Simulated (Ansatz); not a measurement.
# GaSn (hypothetical, Fm-3m): phonons against volume, part 2 of 4

Aim: how the vibrations of GaSn (hypothetical) shift with volume, and the expansion that follows. The crystal structure is hypothetical: it was made by swapping elements on a known structure type.

Ansatz 0.2.0; DFT PBEsol, scalar-relativistic, plane waves, PAW.

So far. Step 2 (Probe on a coarse mesh): The start is under 359 GPa at this level and looks like a metal on this mesh.

**4. Relaxation**

Phonons are second derivatives about a minimum, so cell and atoms are relaxed first, inside the symmetry of the start.

input.yaml reads:

```yaml
crystal:
  lattice:
    - [0.0, 2.839718723, 2.839718723]
    - [2.839718723, 0.0, 2.839718723]
    - [2.839718723, 2.839718723, 0.0]
  atoms:
    - { symbol: Sn, position: [0.5, 0.5, 0.5] }
    - { symbol: Ga, position: [0.0, 0.0, 0.0] }
kpoints:
  mp_grid: { grid: [12, 12, 12] }
hamiltonian:
  xc: pbesol
scf:
  occupations: { method: gaussian, width: 0.1 }
output:
  forces: true
  stress: true
  eigenvalues: true
  write_density: true
  write_potential: true
  elf: true
  volumetric_format: npy
relax:
  adjacent_minimum: "off"
  f_tol: 0.005
  max_steps: 80
  cell: { stress_tol: 0.05 }
```

On the command line:

```sh
> ansatz run input.yaml --threads 4 --pin off --max-ram 8192MiB --backend cpu --events-out ev --progress --plain --runs-dir out
```

Numbers of over 12 decimals in the logs are rounded to 6 here.

Output:

```text
[...]
Crystal: 2 atoms, lattice volume = 45.799 Å³
Basis set: ecut = 420 eV, 893 PW (Γ), exchange–correlation on 54×54×54 points (8 copies of the dense FFT grid, shifted against one another)
Bands: 18, of which v1, the nominal top of the filled ones, is band 14 counted from 1 (13 counted from 0)
Symmetry: 48 space group operations
[...]
k-points: 72 of 1728
[...]
SCF iter   1: F=—  HF=-9692.859928 eV  |F-HF|=—  |Δ(HF+E_count)|=         —  Δρ=2.58e-3  dr2=2.51e-3  ethr=1.77e-3  ⟨swp⟩=5.4  Hψ=6166  notcnv=0
[...]
SCF iter   7: F=-9692.857492 eV  HF=-9692.857492 eV  |F-HF|=2.36e-9  |Δ(HF+E_count)|=   4.28e-7  Δρ=5.91e-6  dr2=2.15e-8  ethr=3.70e-10  ⟨swp⟩=8.3  Hψ=9099  notcnv=0
SCF 1 converged in 7 iterations: F = -9692.857492 eV  dr2 = 2.15e-8
[...]
relax step   1: F+E_penalty+E_count = -9692.85749228 eV  Δ(F+E_penalty+E_count) = +0.000e0 eV  max|allowed force component| = 2.125e-29 eV/Å  Δτ_max = 0.0000 Å  P = +0.190 GPa  Ω = 45.799 Å³  (7 SCF iters, dr2 threshold 1.00e-7 eV, accepted)
Crystal: 2 atoms, lattice volume = 46.029 Å³
[...]
SCF iter   4: F=-9692.857509 eV  HF=-9692.857509 eV  |F-HF|=2.86e-9  |Δ(HF+E_count)|=   1.73e-7  Δρ=1.04e-5  dr2=3.94e-8  ethr=3.36e-10  ⟨swp⟩=9.0  Hψ=8677  notcnv=0
SCF 2 converged in 4 iterations: F = -9692.857509 eV  dr2 = 3.94e-8
relax step   2: F+E_penalty+E_count = -9692.85750918 eV  Δ(F+E_penalty+E_count) = -1.690e-5 eV  max|allowed force component| = 1.012e-29 eV/Å  Δτ_max = 0.0000 Å  P = -0.089 GPa  Ω = 46.029 Å³  energy of the carried Pulay correction = -5.480e-5 eV  (4 SCF iters, dr2 threshold 9.07e-8 eV, accepted)
Crystal: 2 atoms, lattice volume = 45.955 Å³
[...]
SCF iter   4: F=-9692.857547 eV  HF=-9692.857547 eV  |F-HF|=5.18e-10  |Δ(HF+E_count)|=   1.86e-8  Δρ=2.82e-6  dr2=2.17e-9  ethr=7.31e-11  ⟨swp⟩=7.3  Hψ=6767  notcnv=0
SCF 3 converged in 4 iterations: F = -9692.857547 eV  dr2 = 2.17e-9
relax step   3: F+E_penalty+E_count = -9692.85754714 eV  Δ(F+E_penalty+E_count) = -3.796e-5 eV  max|allowed force component| = 1.499e-29 eV/Å  Δτ_max = 0.0000 Å  P = -0.001 GPa  Ω = 45.955 Å³  energy of the carried Pulay correction = -3.734e-5 eV  (4 SCF iters, dr2 threshold 1.97e-8 eV, accepted)
[...]
SCF iter   1: F=—  HF=-9692.857594 eV  |F-HF|=—  |Δ(HF+E_count)|=         —  Δρ=5.23e-6  dr2=3.72e-9  ethr=2.51e-7  ⟨swp⟩=2.1  Hψ=9041  notcnv=0
eigensolver tolerance schedule: the retry pair's looser diagonalisation over-reported the residual by 18223.28 of it (diagonalisation noise at an unbounded share of the residual, at the tolerance the schedule requests for it); recorded, not acted on — ethr = c·dr2/N_el stays at c = 1.0e-1
[...]
SCF iter   2: F=—  HF=-9692.857591 eV  |F-HF|=—  |Δ(HF+E_count)|=   2.61e-6  Δρ=4.57e-6  dr2=4.18e-9  ethr=1.38e-11  ⟨swp⟩=3.2  Hψ=2967  notcnv=0
[...]
SCF iter   5: F=-9692.857591 eV  HF=-9692.857591 eV  |F-HF|=3.64e-12  |Δ(HF+E_count)|=  2.91e-11  Δρ=1.25e-7  dr2=9.45e-12  ethr=1.00e-12  ⟨swp⟩=5.8  Hψ=5379  notcnv=0
SCF 4 converged in 5 iterations: F = -9692.857591 eV  dr2 = 9.45e-12
relax step   4: F+E_penalty+E_count = -9692.85759115 eV  Δ(F+E_penalty+E_count) = -4.401e-5 eV  max|allowed force component| = 1.262e-29 eV/Å  Δτ_max = 0.0000 Å  P = -0.001 GPa  Ω = 45.955 Å³  stress off target by 9.28e-4 GPa  SCF on the basis re-selected at this cell (its energy is not comparable with the rows above)  (5 SCF iters)
[...]
SCF converged after 5 iterations
Free energy (F): -9692.857591 eV
[...]
Internal energy: -9692.853534 eV  (E = F + TS)
E sigma→0 (E₀):  -9692.855562 eV
Entropy (-TS):   -0.004057 eV (-2.029 meV/atom)
Fermi energy:    10.025778 eV
[...]
--- Stress (GPa, compression-positive) ---
       -0.000928      -0.000000      -0.000000
       -0.000000      -0.000928      -0.000000
       -0.000000      -0.000000      -0.000928
  P = ⅓ Tr σ = -0.0009 GPa (-0.009 kbar)
--- Band table (eV; the first three rows and the last of 72) ---
  k-point 0: bands = [... 10 lower, -1.0750, 11.3343, 11.3343, 11.3343, 11.8949, 16.9937, 16.9937, 16.9937]
  k-point 1: bands = [... 10 lower, -0.9772, 10.0106, 11.3278, 11.3278, 12.8938, 16.6600, 16.6600, 16.6790]
  k-point 2: bands = [... 10 lower, -0.6837, 8.3449, 11.3290, 11.3290, 13.5057, 15.6317, 15.6317, 16.1837]
  k-point 71: bands = [... 10 lower, 3.5413, 4.4235, 6.4625, 6.4625, 13.7502, 14.1046, 17.3482, 17.3482]
--- Relaxed structure (3 steps of the walk, 3 accepted, 1 SCFs on fresh bases) ---
[...]
cell:  # Å, volume = 45.9553 Å³
    - [0, 2.842945, 2.842945]
    - [2.842945, 0, 2.842945]
    - [2.842945, 2.842945, 0]
  atoms:
    - { symbol: Sn, position: [0.5, 0.5, 0.5] }
    - { symbol: Ga, position: [0, 0, 0] }
```

It took 3.3 s on 4 threads of Arm Neoverse V2, shared host; peak memory 0.4 GiB.

Step by step:

| step | energy less that of the first step (eV) | largest force component (eV/Å) | pressure (GPa) | volume (Å³) |
| --- | --- | --- | --- | --- |
| 1 | 0.0000 | 0.0000 | 0.19 | 45.80 |
| 2 | 0.0000 | 0.0000 | -0.09 | 46.03 |
| 3 | -0.0001 | 0.0000 | 0.00 | 45.96 |
| 4* | -0.0001 | 0.0000 | 0.00 | 45.96 |

Relaxation steps marked * repeat the geometry before them on a plane-wave basis chosen anew for their cell, so energy and pressure can jump there.

The run keeps the 48 symmetry operations that it works with, so distortions that break them were not tested.

| conventional cell, symmetrised | before | after | change |
| --- | --- | --- | --- |
| a (Å) | 5.679 | 5.686 | +0.1 % |
| b (Å) | 5.679 | 5.686 | +0.1 % |
| c (Å) | 5.679 | 5.686 | +0.1 % |
| volume (Å³/atom) | 22.90 | 22.98 | +0.3 % |

Final coordinates:

```cif
data_structure
_symmetry_space_group_name_H-M 'P 1'
_symmetry_Int_Tables_number 1
_cell_length_a 4.0205
_cell_length_b 4.0205
_cell_length_c 4.0205
_cell_angle_alpha 60.000
_cell_angle_beta 60.000
_cell_angle_gamma 60.000
_cell_volume 45.96
loop_
_atom_site_label
_atom_site_type_symbol
_atom_site_fract_x
_atom_site_fract_y
_atom_site_fract_z
_atom_site_occupancy
Sn1 Sn 0.50000 0.50000 0.50000 1
Ga2 Ga 0.00000 0.00000 0.00000 1
```

This step gave:

```yaml
pressure: -9.28e-4 GPa
volume_per_atom: 22.98 Å³
```

Valence density in the ac plane of the cell as run, not the conventional one, at fractional y = 0.000, with atoms of Ga within 0.2 Å of it. It is the smooth field of the valence electrons, not physical close to the nuclei.

Ten steps, logarithmic in the rise over the least value, from '_' (0 e/Å³) to '@' (40 e/Å³), each cell a mean:
```
@@%%==::______________..--**
****==::________________..--
::::::..__________________..
__......____________________
____________________________
____________________________
____________________________
____________________________
____________________________
____________________________
..__________________....::::
--..________________..::====
##++..______________..::**%%
@@##--..______________::**@@
```
Columns run along a (4.0 Å), rows up along c (4.0 Å). Atoms in or near the plane, at fractional coordinates: Ga at (0.00, 0.00).

Electrostatic potential energy in the ac plane of the cell as run, not the conventional one, at fractional y = 0.000, with atoms of Ga within 0.2 Å of it. With pseudopotentials it is smooth inside the atoms' cores, unlike the true potential.

Ten even steps from '_' (-13 eV) to '@' (13 eV), each cell a mean:
```
______::##@@@@@@@@@@%%++____
______..**%%@@@@@@@@@@##--__
::....--##%%@@@@@@@@@@@@##++
**++==**%%%%@@@@@@@@@@@@@@%%
@@%%%%%%@@@@@@@@@@@@@@@@@@@@
@@@@@@@@@@@@@@@@@@@@@@@@@@@@
@@@@@@@@@@@@@@@@@@@@@@@@@@@@
@@@@@@@@@@@@@@@@@@@@@@@@@@@@
@@@@@@@@@@@@@@@@@@@@%%%%%%@@
%%@@@@@@@@@@@@@@@@@@%%##**##
==##%%@@@@@@@@@@@@%%**--..::
__--##%%@@@@@@@@@@%%==..____
____--##@@@@@@@@@@%%++..____
______==%%@@@@@@@@@@**::____
```
Columns run along a (4.0 Å; values clipped at the 3rd and 97th percentile), rows up along c (4.0 Å). Atoms in or near the plane, at fractional coordinates: Ga at (0.00, 0.00).

ELF in the ac plane of the cell as run, not the conventional one, at fractional y = 0.000, with atoms of Ga within 0.2 Å of it. It is the smooth field of the valence electrons, not physical close to the nuclei.

Ten even steps from '0' (0.05) to '9' (0.36), each cell a mean:
```
00378964579851
11368975569975
76678986557998
87789986556799
99999865555567
68998754555555
45666544456654
44555544568876
86555555789999
99765556899888
78986556998767
57897556997633
03789645897610
80579844698710
```
Columns run along a (4.0 Å), rows up along c (4.0 Å). Atoms in or near the plane, at fractional coordinates: Ga at (0.00, 0.00).

**5. Relaxing to small residual forces and stress**

The thresholds are tightened for a last relaxation ahead of the phonons, and where mesh or smearing change with them the cell follows.

input.yaml reads:

```yaml
crystal:
  lattice:
    - [0.0, 2.8429451248, 2.8429451248]
    - [2.8429451248, 0.0, 2.8429451248]
    - [2.8429451248, 2.8429451248, 0.0]
  atoms:
    - { symbol: Sn, position: [0.5, 0.5, 0.5] }
    - { symbol: Ga, position: [0.0, 0.0, 0.0] }
kpoints:
  mp_grid: { grid: [12, 12, 12] }
hamiltonian:
  xc: pbesol
scf:
  occupations: { method: methfessel_paxton, width: 0.15 }
output:
  forces: true
  stress: true
  eigenvalues: true
relax:
  adjacent_minimum: "off"
  f_tol: 0.001
  max_steps: 60
  cell: { stress_tol: 0.01 }
```

Output:

```text
[...]
Crystal: 2 atoms, lattice volume = 45.955 Å³
Basis set: ecut = 420 eV, 893 PW (Γ), exchange–correlation on 54×54×54 points (8 copies of the dense FFT grid, shifted against one another)
Bands: 18, of which v1, the nominal top of the filled ones, is band 14 counted from 1 (13 counted from 0)
Symmetry: 48 space group operations
[...]
k-points: 72 of 1728
[...]
k-point 71: bands = [... 10 lower, 3.5478, 4.4294, 6.4675, 6.4675, 13.7596, 14.1135, 17.3563, 17.3563]
--- Relaxed structure (2 steps of the walk, 2 accepted, 1 SCFs on fresh bases) ---
[...]
cell:  # Å, volume = 45.9321 Å³
    - [0, 2.842467, 2.842467]
    - [2.842467, 0, 2.842467]
    - [2.842467, 2.842467, 0]
  atoms:
    - { symbol: Sn, position: [0.5, 0.5, 0.5] }
    - { symbol: Ga, position: [0, 0, 0] }
[key lines of the parts left out:]
SCF converged after 6 iterations
Free energy (F): -9692.855211 eV
Fermi energy:    10.032434 eV
P = ⅓ Tr σ = 0.0088 GPa (0.088 kbar)
```

Wall time 2.5 s (4 threads); peak memory 0.39 GiB.

Little changed from the start: no atom moved by 0.005 Å and no cell edge by 0.1 %.

This step gave:

```yaml
pressure: 0.008841 GPa
volume_per_atom: 22.97 Å³
```

The residual pressure is 0.0088 GPa, small enough for phonons.

**6. Lattice dynamics at this volume, V/V0 1**

Phonons at this volume give one point of F(V, T); meshes stay fixed along the series.

input.yaml reads:

```yaml
crystal:
  lattice:
    - [0.0, 2.8424668449, 2.8424668449]
    - [2.8424668449, 0.0, 2.8424668449]
    - [2.8424668449, 2.8424668449, 0.0]
  atoms:
    - { symbol: Sn, position: [0.5, 0.5, 0.5] }
    - { symbol: Ga, position: [0.0, 0.0, 0.0] }
kpoints:
  mp_grid: { grid: [12, 12, 12] }
hamiltonian:
  xc: pbesol
scf:
  occupations: { method: methfessel_paxton, width: 0.15 }
output:
  eigenvalues: true
phonons:
  method: dfpt
  qmesh: [4, 4, 4]
  temperatures: { t_max: 1000, t_step: 50 }
  qpath:
    path:
      - [[0.0, 0.0, 0.0], [0.5, 0.0, 0.5], [0.625, 0.25, 0.625]]
      - [[0.375, 0.375, 0.75], [0.0, 0.0, 0.0], [0.5, 0.5, 0.5], [0.5, 0.25, 0.75], [0.5, 0.0, 0.5]]
    npoints: 10
```

Output:

```text
[...]
Crystal: 2 atoms, lattice volume = 45.932 Å³
Basis set: ecut = 420 eV, 893 PW (Γ), exchange–correlation on 54×54×54 points (8 copies of the dense FFT grid, shifted against one another)
Bands: 18, of which v1, the nominal top of the filled ones, is band 14 counted from 1 (13 counted from 0)
Symmetry: 48 space group operations
k-points: 72 of 1728
[...]
SCF iter   1: F=—  HF=-9692.857661 eV  |F-HF|=—  |Δ(HF+E_count)|=         —  Δρ=2.56e-3  dr2=2.52e-3  ethr=1.77e-3  ⟨swp⟩=5.2  Hψ=6055  notcnv=0
[...]
SCF iter  10: F=-9692.855211 eV  HF=-9692.855211 eV  |F-HF|=0.00e0  |Δ(HF+E_count)|=  1.51e-10  S|Δr|=    0.00e0  Δρ=3.45e-8  dr2=3.22e-13  ethr=1.00e-12  ⟨swp⟩=5.6  Hψ=6768  notcnv=0
SCF 1 converged in 10 iterations: F = -9692.855211 eV  dr2 = 3.22e-13
[...]
phonons: the bands overlap, so this run is a metal and interpolates without the dipole-dipole term. If the crystal is really an insulator or semiconductor, its LO-TO splitting is missing
NSCF: frozen V_eff on 72 k-points
[...]
DFPT response loops at q = (0, 0, 0) (fractional): preconditioner auto → Kerker (q_TF=auto, 2.497 Å⁻¹) (partly filled bands, converged f_vac=0.000); β = 1.00, the filter's whole step (`scf.mixing.beta` (0.50) is not read by the response loops under this deck's `scf.mixing.preconditioner`; to damp them name `kerker` or `kerker_dos`, under which they read `scf.mixing.beta`, and type it under 1.00, their step now; both keys bind the ground state too); Broyden in place of MSR1
[...]
SCF converged after 10 iterations
[...]
Free energy (F): -9692.855211 eV
[...]
Internal energy: -9692.855934 eV  (E = F + TS)
E sigma→0 (E₀):  -9692.855392 eV
Entropy (-TS):   0.000723 eV (0.361 meV/atom)
Fermi energy:    10.032434 eV
[...]
--- Band table (eV; the first three rows and the last of 72) ---
  k-point 0: bands = [... 10 lower, -1.0716, 11.3419, 11.3419, 11.3419, 11.9072, 17.0018, 17.0018, 17.0018]
  k-point 1: bands = [... 10 lower, -0.9738, 10.0191, 11.3353, 11.3353, 12.9048, 16.6694, 16.6694, 16.6868]
  k-point 2: bands = [... 10 lower, -0.6801, 8.3526, 11.3365, 11.3365, 13.5163, 15.6406, 15.6406, 16.1931]
  k-point 71: bands = [... 10 lower, 3.5478, 4.4294, 6.4675, 6.4675, 13.7596, 14.1135, 17.3563, 17.3563]
--- Phonons (Γ-DFPT): 2 representative perturbations + reference (Σ response iterations 7) ---
  ASR residual: 4.884e-5 → 0.000e0 eV/Å²; symmetrization residual: 6.152e-6 eV/Å²
  ASR residual per site (eV/Å²): 4.88e-5 1.61e-5
  Γ frequencies (cm⁻¹): 0.00 0.00 0.00 145.56 145.56 145.56
--- Phonons (arbitrary-q DFPT): 8 irreducible q on the 4×4×4 mesh ---
  q = [0.0000, 0.0000, 0.0000] (star 1, of the zone-centre solve; hermiticity 3.60e-6, symmetrization 9.25e-12): 0.00 0.00 0.00 145.56 145.56 145.56
  q = [0.0000, 0.0000, 0.2500] (star 8, 2 solved perturbations on 936 of 1728 k-point pairs; hermiticity 2.84e-6, symmetrization 6.23e-12): 53.76 53.76 66.38 120.67 127.76 127.76
[...]
q = [0.0000, 0.2500, 0.2500] (star 6, 4 solved perturbations in 1608 linear systems a pass and spin channel, the states on 510 of 1728 k-point pairs; hermiticity 2.71e-6, symmetrization 1.82e-12): 4.73 4.73 43.72 123.68 149.83 149.83
[...]
sum rule: each row above includes the acoustic sum rule's correction from the zone centre's row sums; it moved no ω² by more than (0.33 cm⁻¹)²
  mesh force constants: q→R imaginary residual 9.67e-18; ASR residual 4.884e-5 → 0.000e0 eV/Å²; symmetrization residual 3.331e-15 eV/Å²
  interpolated dispersion: 62 rows × 6 modes
  density of states and harmonic sums: on the 20×20×20 q-mesh, interpolated from the force constants of a 4×4×4 supercell (no non-analytic term)
  largest difference from the sums on the solved wave vectors: F 2.33e-2 eV, S 2.43e-5 and C_V 6.45e-7 eV/K
  zero-point energy: 0.034173 eV/cell   skipped modes (ω ≤ 0): 97, of them read as no rigid motion or as one in doubt: 94 (3.203e-1 modes/cell left out, lowest -32.22 cm⁻¹)   left out of the sums: 5.34e-2 of the cell's modes: C_V's classical limit lies that fraction below 3 k_B per atom; for a crystal, a wire or a layer, F and S can be off by more, and a phonons.interpolated_qmesh denser along its periods is the remedy for the sampling
```

Wall time 5.2 min (4 threads); peak memory 3.4 GiB.

This step gave:

* Γ frequencies: 0, 0, 0, 145.6, 145.6, 145.6 cm⁻¹ (negative: imaginary)
* lowest frequency on the path: -32.22 cm⁻¹
* point group: m-3m
* highest frequency: 173.7 cm⁻¹

No LO-TO term. Phonon branches along the path, in cm⁻¹:

| point | branch 1 | branch 2 | branch 3 | branch 4 | branch 5 | branch 6 |
| --- | --- | --- | --- | --- | --- | --- |
| Γ | 0 | 0 | 0 | 146 | 146 | 146 |
| halfway | 5 | 5 | 44 | 124 | 150 | 150 |
| X | -19 | -19 | 25 | 157 | 157 | 174 |
| halfway | 14 | 22 | 32 | 152 | 154 | 171 |
| U | 39 | 42 | 54 | 139 | 143 | 165 |
| jump to K | 39 | 42 | 54 | 139 | 143 | 165 |
| halfway | -23 | 77 | 80 | 109 | 112 | 152 |
| Γ | 0 | 0 | 0 | 146 | 146 | 146 |
| halfway | 54 | 54 | 66 | 121 | 128 | 128 |
| L | 71 | 71 | 93 | 105 | 105 | 120 |
| halfway | 50 | 53 | 84 | 112 | 140 | 142 |
| W | 9 | 9 | 88 | 116 | 163 | 163 |
| halfway | -32 | 34 | 55 | 140 | 159 | 169 |
| X | -19 | -19 | 25 | 157 | 157 | 174 |

The phonon branches as a text plot (rows in cm⁻¹):

```
    169 |           *******                                 *****
    161 |         *****    **                            ********
    152 |    *******  ***    *******                   **      *
    144 |****           ***         ******            **      *
    135 |       *         **        *    ***         *       *
    127 |  *   *           **     **       ***     **       *
    118 |                    **  ***        ********    ****
    109 |   ***                ***             *********
    101 |
     92 |                                      ****       *
     84 |                    ****             *    ******* *
     75 |   *               ******           *              *
     66 |    **            **    *          * *******        *
     58 |  *              **      **       ***       *
     49 |                *                 *          *
     41 |      *         ***        *     *            *      *
     32 | *     *      **   *            *              *   ***
     24 |        ********            *   *                 *   **
     15 |              *     **         *                *     *
      6 |      *                                          *
     -2 |** *** *                    ***
    -11 |  *     *    *             *                           *
    -19 |         *****        *****                       *   **
    -28 |                                                   ***
         Γ           X  U|K            Γ         L        W     X
```

The phonon density of states has structure finer than the step of the table below, so its rows give means over 10 cm⁻¹, whole bins alone (the curve runs from -33 to 175 cm⁻¹). Peaks (cm⁻¹: height): 71.0: 0.0491, 83.0: 0.0614, 115.0: 0.0732, 149.0: 0.0727.

Tetrahedra on 20 20 20, mean over bins of 2 cm⁻¹. The phonon density of states by wavenumber; means over each step:

| wavenumber (cm⁻¹) | phonon density of states (1/cm⁻¹/cell) |
| --- | --- |
| -20 | 0.0117 |
| -10 | 0.0105 |
| 0 | 0.0107 |
| 10 | 0.0115 |
| 20 | 0.0149 |
| 30 | 0.0292 |
| 40 | 0.0392 |
| 50 | 0.0370 |
| 60 | 0.0390 |
| 70 | 0.0452 |
| 80 | 0.0419 |
| 90 | 0.00633 |
| 100 | 2.1e-5 |
| 110 | 0.0391 |
| 120 | 0.0542 |
| 130 | 0.0460 |
| 140 | 0.0515 |
| 150 | 0.0677 |
| 160 | 0.0346 |
| 170 | 0.00694 |

The modes has structure finer than the step of the table below, so its rows give means over 10 cm⁻¹, whole bins alone (the curve runs from -41.3 to 188 cm⁻¹). Peaks (cm⁻¹: height): Ga 39.6: 0.015, 113.2: 0.0564, 149.3: 0.0436; Sn -11.0: 0.0106, 42.4: 0.0267, 54.0: 0.0284, 64.1: 0.0367, 72.8: 0.0416, 82.9: 0.0404, 149.3: 0.0266.

Phonopy on the run's constants, 17x17x17 mesh, Gaussian sigma 2.0 cm⁻¹. Table of modes by wavenumber; means over each step; values in 1/cm⁻¹/cell:

| wavenumber (cm⁻¹) | Ga | Sn |
| --- | --- | --- |
| -30 | 0.00183 | 0.00273 |
| -20 | 0.00557 | 0.00855 |
| -10 | 0.00509 | 0.00796 |
| 0 | 0.00131 | 0.00206 |
| 10 | 0.00367 | 0.00587 |
| 20 | 0.00583 | 0.00938 |
| 30 | 0.0121 | 0.0197 |
| 40 | 0.0144 | 0.0247 |
| 50 | 0.0121 | 0.0246 |
| 60 | 0.0106 | 0.0285 |
| 70 | 0.00750 | 0.0362 |
| 80 | 0.00409 | 0.0359 |
| 90 | 6.9e-4 | 0.00896 |
| 100 | 0.00101 | 4.1e-5 |
| 110 | 0.0372 | 0.00268 |
| 120 | 0.0434 | 0.00896 |
| 130 | 0.0329 | 0.0130 |
| 140 | 0.0335 | 0.0177 |
| 150 | 0.0411 | 0.0252 |
| 160 | 0.0214 | 0.0141 |
| 170 | 0.00453 | 0.00314 |
| 180 | 7.5e-5 | 5.3e-5 |

No LO-TO term. Modes at Γ, with each element's share of the kinetic energy:

| mode | frequency (cm⁻¹) | symmetry | Sn % | Ga % |
| --- | --- | --- | --- | --- |
| 1 | 0.0 | T1u | 63 | 37 |
| 2 | 0.0 | T1u | 63 | 37 |
| 3 | 0.0 | T1u | 63 | 37 |
| 4 | 145.6 | T1u | 37 | 63 |
| 5 | 145.6 | T1u | 37 | 63 |
| 6 | 145.6 | T1u | 37 | 63 |

Displacements in mode 6 (145.6 cm⁻¹), the largest set to 1:
```
Sn1 -0.59  0.00  0.00
Ga2  1.00  0.00  0.00
```

The lowest solved frequency is -18.8 cm⁻¹, so the cell is unstable here and gives no valid free energy.

[end of part 2 of 4]

[Logs are printed without paths, hosts, clocks, repeated set-up lines and the standing remarks that a program may print on its own settings, such as how far it seeks lower states.]

[Hosts, paths, dates, database ids (printed as entryN), source tags and the programs' standing remarks are cut or masked in the printed files.]

[A step with changed settings may run another functional than the one named; its input shows which.]

[Of the runs on displaced cells, only some may be shown.]
